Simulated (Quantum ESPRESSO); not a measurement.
# Ni(111) under a row of overlayers, part 7 of 17

Wanted: work-function changes of Ni(111) along a row of adsorbates.

Quantum ESPRESSO 7.5; plane-wave DFT, PBE, GBRV ultrasoft pseudopotentials.

So far. Step 9 (SCF with pw.x, F overlayer): The covered face stands at 9.37 eV against 5.05 eV when clean. Step 9 (SCF with pw.x, F overlayer): Inside the slab this potential holds the local part of the pseudopotentials, which can be repulsive at the nuclei; only its value in the vacuum has a meaning of its own.

### Step 10. Projections on atomic orbitals, F overlayer

File F.pdos.in:

```
&projwfc
  prefix = 'F.esm'
  outdir = './out'
  filpdos = 'F.pdos'
  Emin = -15.209
  Emax = -3.209
  DeltaE = 0.1
  ngauss = 0
  degauss = 0.01
/
```

On the command line:

```bash
> OMP_NUM_THREADS=1 mpirun -n 8 projwfc.x -in F.pdos.in > F.pdos.out
```

Log:

```text
[banner, memory and clock lines left out]
Program PROJWFC v.7.5 starts

          URL

     ./out/F.esm.save/

     IMPORTANT: XC functional enforced from input :
     Exchange-correlation= PBE
                           (   1   4   3   4   0   0   0)
     Any further DFT definition will be discarded
     Please, verify this is what you really want

     Check: negative core charge=   -0.000014

     negative rho (up, down):  3.932E-04 3.296E-04

     Gaussian broadening (read from input): ngauss,degauss=   0    0.010000

     Calling projwave ....
     one sub-group per band group will be used

     linear algebra parallelized on   4 procs

  Problem Sizes
  natomwfc =           69
  nx       =           35
  nbnd     =           59
  nkstot   =           38
  npwx     =          568
  nkb      =           98

     Atomic states used for projection
     (read from pseudopotential files):

     state #   1: atom   1 (Ni ), wfc  1 (l=0 m= 1)
     state #   2: atom   1 (Ni ), wfc  2 (l=1 m= 1)
     state #   3: atom   1 (Ni ), wfc  2 (l=1 m= 2)
     state #   4: atom   1 (Ni ), wfc  2 (l=1 m= 3)
     state #   5: atom   1 (Ni ), wfc  3 (l=2 m= 1)
     state #   6: atom   1 (Ni ), wfc  3 (l=2 m= 2)
     state #   7: atom   1 (Ni ), wfc  3 (l=2 m= 3)
     state #   8: atom   1 (Ni ), wfc  3 (l=2 m= 4)
     state #   9: atom   1 (Ni ), wfc  3 (l=2 m= 5)
     state #  10: atom   1 (Ni ), wfc  4 (l=0 m= 1)
     state #  11: atom   1 (Ni ), wfc  5 (l=1 m= 1)
     state #  12: atom   1 (Ni ), wfc  5 (l=1 m= 2)
     state #  13: atom   1 (Ni ), wfc  5 (l=1 m= 3)
     state #  14: atom   2 (Ni ), wfc  1 (l=0 m= 1)
     state #  15: atom   2 (Ni ), wfc  2 (l=1 m= 1)
     state #  16: atom   2 (Ni ), wfc  2 (l=1 m= 2)
     state #  17: atom   2 (Ni ), wfc  2 (l=1 m= 3)
     state #  18: atom   2 (Ni ), wfc  3 (l=2 m= 1)
     state #  19: atom   2 (Ni ), wfc  3 (l=2 m= 2)
     state #  20: atom   2 (Ni ), wfc  3 (l=2 m= 3)
     state #  21: atom   2 (Ni ), wfc  3 (l=2 m= 4)
     state #  22: atom   2 (Ni ), wfc  3 (l=2 m= 5)
     state #  23: atom   2 (Ni ), wfc  4 (l=0 m= 1)
     state #  24: atom   2 (Ni ), wfc  5 (l=1 m= 1)
     state #  25: atom   2 (Ni ), wfc  5 (l=1 m= 2)
     state #  26: atom   2 (Ni ), wfc  5 (l=1 m= 3)
     state #  27: atom   3 (Ni ), wfc  1 (l=0 m= 1)
     state #  28: atom   3 (Ni ), wfc  2 (l=1 m= 1)
     state #  29: atom   3 (Ni ), wfc  2 (l=1 m= 2)
     state #  30: atom   3 (Ni ), wfc  2 (l=1 m= 3)
     state #  31: atom   3 (Ni ), wfc  3 (l=2 m= 1)
     state #  32: atom   3 (Ni ), wfc  3 (l=2 m= 2)
     state #  33: atom   3 (Ni ), wfc  3 (l=2 m= 3)
     state #  34: atom   3 (Ni ), wfc  3 (l=2 m= 4)
     state #  35: atom   3 (Ni ), wfc  3 (l=2 m= 5)
     state #  36: atom   3 (Ni ), wfc  4 (l=0 m= 1)
     state #  37: atom   3 (Ni ), wfc  5 (l=1 m= 1)
     state #  38: atom   3 (Ni ), wfc  5 (l=1 m= 2)
     state #  39: atom   3 (Ni ), wfc  5 (l=1 m= 3)
     state #  40: atom   4 (Ni ), wfc  1 (l=0 m= 1)
     state #  41: atom   4 (Ni ), wfc  2 (l=1 m= 1)
     state #  42: atom   4 (Ni ), wfc  2 (l=1 m= 2)
     state #  43: atom   4 (Ni ), wfc  2 (l=1 m= 3)
     state #  44: atom   4 (Ni ), wfc  3 (l=2 m= 1)
     state #  45: atom   4 (Ni ), wfc  3 (l=2 m= 2)
     state #  46: atom   4 (Ni ), wfc  3 (l=2 m= 3)
     state #  47: atom   4 (Ni ), wfc  3 (l=2 m= 4)
     state #  48: atom   4 (Ni ), wfc  3 (l=2 m= 5)
     state #  49: atom   4 (Ni ), wfc  4 (l=0 m= 1)
     state #  50: atom   4 (Ni ), wfc  5 (l=1 m= 1)
     state #  51: atom   4 (Ni ), wfc  5 (l=1 m= 2)
     state #  52: atom   4 (Ni ), wfc  5 (l=1 m= 3)
     state #  53: atom   5 (Ni ), wfc  1 (l=0 m= 1)
     state #  54: atom   5 (Ni ), wfc  2 (l=1 m= 1)
     state #  55: atom   5 (Ni ), wfc  2 (l=1 m= 2)
     state #  56: atom   5 (Ni ), wfc  2 (l=1 m= 3)
     state #  57: atom   5 (Ni ), wfc  3 (l=2 m= 1)
     state #  58: atom   5 (Ni ), wfc  3 (l=2 m= 2)
     state #  59: atom   5 (Ni ), wfc  3 (l=2 m= 3)
     state #  60: atom   5 (Ni ), wfc  3 (l=2 m= 4)
     state #  61: atom   5 (Ni ), wfc  3 (l=2 m= 5)
     state #  62: atom   5 (Ni ), wfc  4 (l=0 m= 1)
     state #  63: atom   5 (Ni ), wfc  5 (l=1 m= 1)
     state #  64: atom   5 (Ni ), wfc  5 (l=1 m= 2)
     state #  65: atom   5 (Ni ), wfc  5 (l=1 m= 3)
     state #  66: atom   6 (F  ), wfc  1 (l=0 m= 1)
     state #  67: atom   6 (F  ), wfc  2 (l=1 m= 1)
     state #  68: atom   6 (F  ), wfc  2 (l=1 m= 2)
     state #  69: atom   6 (F  ), wfc  2 (l=1 m= 3)

[... projections of each state ...]
Lowdin Charges:

     Atom #   1: total charge =  17.9392, s =  2.5087, p =  6.9189, d =  8.5116,
                 spin up      =   8.6108, s =  1.2589,
                 spin up      =   8.6108, p =  3.4903, pz=  1.1294, px=  1.1805, py=  1.1805,
                 spin up      =   8.6108, d =  3.8616, dz2=  0.7386, dxz=  0.8229, dyz=  0.8229, dx2-y2=  0.7386, dxy=  0.7386,
                 spin down    =   9.3283, s =  1.2498,
                 spin down    =   9.3283, p =  3.4286, pz=  1.1112, px=  1.1587, py=  1.1587,
                 spin down    =   9.3283, d =  4.6500, dz2=  0.9353, dxz=  0.9416, dyz=  0.9416, dx2-y2=  0.9157, dxy=  0.9157,
                 polarization =  -0.7175, s =  0.0091, p =  0.0617, d = -0.7883,
     Atom #   2: total charge =  17.9830, s =  2.4509, p =  7.0663, d =  8.4658,
                 spin up      =   8.6321, s =  1.2303,
                 spin up      =   8.6321, p =  3.5591, pz=  1.1886, px=  1.1853, py=  1.1853,
                 spin up      =   8.6321, d =  3.8427, dz2=  0.7349, dxz=  0.7908, dyz=  0.7908, dx2-y2=  0.7632, dxy=  0.7632,
                 spin down    =   9.3509, s =  1.2207,
                 spin down    =   9.3509, p =  3.5072, pz=  1.1712, px=  1.1680, py=  1.1680,
                 spin down    =   9.3509, d =  4.6230, dz2=  0.9106, dxz=  0.9326, dyz=  0.9326, dx2-y2=  0.9236, dxy=  0.9236,
                 polarization =  -0.7188, s =  0.0096, p =  0.0519, d = -0.7803,
     Atom #   3: total charge =  17.9679, s =  2.4501, p =  7.0488, d =  8.4690,
                 spin up      =   8.6418, s =  1.2300,
                 spin up      =   8.6418, p =  3.5510, pz=  1.1839, px=  1.1835, py=  1.1835,
                 spin up      =   8.6418, d =  3.8609, dz2=  0.7353, dxz=  0.7974, dyz=  0.7974, dx2-y2=  0.7654, dxy=  0.7654,
                 spin down    =   9.3261, s =  1.2202,
                 spin down    =   9.3261, p =  3.4978, pz=  1.1664, px=  1.1657, py=  1.1657,
                 spin down    =   9.3261, d =  4.6082, dz2=  0.9118, dxz=  0.9261, dyz=  0.9261, dx2-y2=  0.9221, dxy=  0.9221,
                 polarization =  -0.6843, s =  0.0098, p =  0.0532, d = -0.7473,
     Atom #   4: total charge =  17.9897, s =  2.4530, p =  7.0691, d =  8.4676,
                 spin up      =   8.6581, s =  1.2312,
                 spin up      =   8.6581, p =  3.5616, pz=  1.1863, px=  1.1876, py=  1.1876,
                 spin up      =   8.6581, d =  3.8654, dz2=  0.7226, dxz=  0.8053, dyz=  0.8053, dx2-y2=  0.7661, dxy=  0.7661,
                 spin down    =   9.3316, s =  1.2219,
                 spin down    =   9.3316, p =  3.5076, pz=  1.1666, px=  1.1705, py=  1.1705,
                 spin down    =   9.3316, d =  4.6022, dz2=  0.9231, dxz=  0.9178, dyz=  0.9178, dx2-y2=  0.9218, dxy=  0.9218,
                 polarization =  -0.6735, s =  0.0093, p =  0.0540, d = -0.7368,
     Atom #   5: total charge =  17.8356, s =  2.4573, p =  7.0150, d =  8.3634,
                 spin up      =   8.3881, s =  1.2338,
                 spin up      =   8.3881, p =  3.5296, pz=  1.1886, px=  1.1705, py=  1.1705,
                 spin up      =   8.3881, d =  3.6248, dz2=  0.5670, dxz=  0.7173, dyz=  0.7173, dx2-y2=  0.8116, dxy=  0.8116,
                 spin down    =   9.4475, s =  1.2236,
                 spin down    =   9.4475, p =  3.4854, pz=  1.1843, px=  1.1506, py=  1.1506,
                 spin down    =   9.4475, d =  4.7386, dz2=  0.9095, dxz=  0.9675, dyz=  0.9675, dx2-y2=  0.9470, dxy=  0.9470,
                 polarization =  -1.0594, s =  0.0102, p =  0.0442, d = -1.1138,
     Atom #   6: total charge =   7.1017, s =  1.8589, p =  5.2428, d =  0.0000,
                 spin up      =   3.3564, s =  0.9284,
                 spin up      =   3.3564, p =  2.4280, pz=  0.7750, px=  0.8265, py=  0.8265,
                 spin up      =   3.3564, d =  0.0000, dz2=  0.0000, dxz=  0.0000, dyz=  0.0000, dx2-y2=  0.0000, dxy=  0.0000,
                 spin down    =   3.7453, s =  0.9304,
                 spin down    =   3.7453, p =  2.8149, pz=  0.8812, px=  0.9668, py=  0.9668,
                 spin down    =   3.7453, d =  0.0000, dz2=  0.0000, dxz=  0.0000, dyz=  0.0000, dx2-y2=  0.0000, dxy=  0.0000,
                 polarization =  -0.3889, s = -0.0020, p = -0.3869, d =  0.0000,
     Spilling Parameter:   0.0019

Note: The following floating-point exceptions are signalling: IEEE_DIVIDE_BY_ZERO IEEE_UNDERFLOW_FLAG IEEE_DENORMAL
Note: The following floating-point exceptions are signalling: IEEE_DIVIDE_BY_ZERO IEEE_UNDERFLOW_FLAG IEEE_DENORMAL
Note: The following floating-point exceptions are signalling: IEEE_DIVIDE_BY_ZERO IEEE_UNDERFLOW_FLAG IEEE_DENORMAL
Note: The following floating-point exceptions are signalling: IEEE_DIVIDE_BY_ZERO IEEE_UNDERFLOW_FLAG IEEE_DENORMAL
Note: The following floating-point exceptions are signalling: IEEE_DIVIDE_BY_ZERO IEEE_UNDERFLOW_FLAG IEEE_DENORMAL
Note: The following floating-point exceptions are signalling: IEEE_DIVIDE_BY_ZERO IEEE_UNDERFLOW_FLAG IEEE_DENORMAL
Note: The following floating-point exceptions are signalling: IEEE_DIVIDE_BY_ZERO IEEE_UNDERFLOW_FLAG IEEE_DENORMAL
Note: The following floating-point exceptions are signalling: IEEE_DIVIDE_BY_ZERO IEEE_UNDERFLOW_FLAG IEEE_DENORMAL
```

The job ended after 3.5 s (8 MPI ranks of AMD EPYC 7R43, shared host; peak memory 0.44 GiB; 26 s of CPU time).

Read from the output:

- spilling of the projection: 0.0019

Projected DOS an atom, spin up over height of the atomic layer and energy from the Fermi level. Columns are the atomic layers from the bottom up.

Values in states/eV, 22 rows by 6 columns, each cell a mean:
```
0.19 0.13 0.15 0.14 0.17 0.04
0.31 0.22 0.24 0.37 0.71 0.18
0.85 0.89 0.91 0.85 1.16 0.50
1.81 1.53 1.41 1.22 1.31 0.44
1.59 1.18 1.21 1.13 1.08 0.42
1.35 1.06 1.12 1.22 0.92 0.38
1.77 1.29 1.22 1.33 0.95 0.38
1.49 1.25 1.36 1.29 1.03 0.44
0.74 1.02 1.13 1.13 0.92 0.45
0.74 0.86 0.74 0.81 0.70 0.31
0.51 0.87 0.83 0.85 0.65 0.33
0.44 0.73 0.69 0.61 0.73 0.35
0.28 0.55 0.54 0.49 0.79 0.98
0.18 0.29 0.30 0.37 0.64 0.98
0.12 0.18 0.18 0.21 0.23 0.28
0.10 0.13 0.13 0.13 0.11 0.05
0.06 0.08 0.07 0.08 0.07 0.02
0.06 0.10 0.12 0.11 0.07 0.01
0.05 0.07 0.05 0.06 0.06 0.01
0.03 0.05 0.05 0.06 0.03 0.00
0.03 0.06 0.06 0.06 0.04 0.00
0.03 0.05 0.04 0.05 0.03 0.00
```
Columns: height of the atomic layer (Å) from -4.93 to 4.93 (not evenly spaced); rows upwards: energy from the Fermi level (eV) from -8.00 to 1.40.

Projected DOS an atom, spin dn over height of the atomic layer and energy from the Fermi level. Columns are the atomic layers from the bottom up.

Ten even steps from '0' (0.00 states/eV) to '9' (2.10 states/eV), each cell a mean:
```
000000
101100
000000
111100
333342
988753
856653
744552
977741
566651
345462
343441
254331
132241
011145
000123
000000
000000
000000
000000
000000
000000
```
Columns: height of the atomic layer (Å) from -4.93 to 4.93 (not evenly spaced); rows upwards: energy from the Fermi level (eV) from -8.00 to 1.40.

The atomic orbitals miss 0.2 % of the occupied states; for empty states the projections can miss much more.

[end of part 7 of 17]

[Logs are printed without paths, hosts, clocks, repeated set-up lines and the standing remarks that a program may print on its own settings, such as how far it seeks lower states.]

[Hosts, paths, dates, database ids (printed as entryN), source tags and the programs' standing remarks are cut or masked in the printed files.]

[Maps of the electrostatic potential energy from Ansatz leave out the sawtooth potential of an applied field or a dipole correction, so their vacuum need not be flat; planar profiles and work functions include it.]
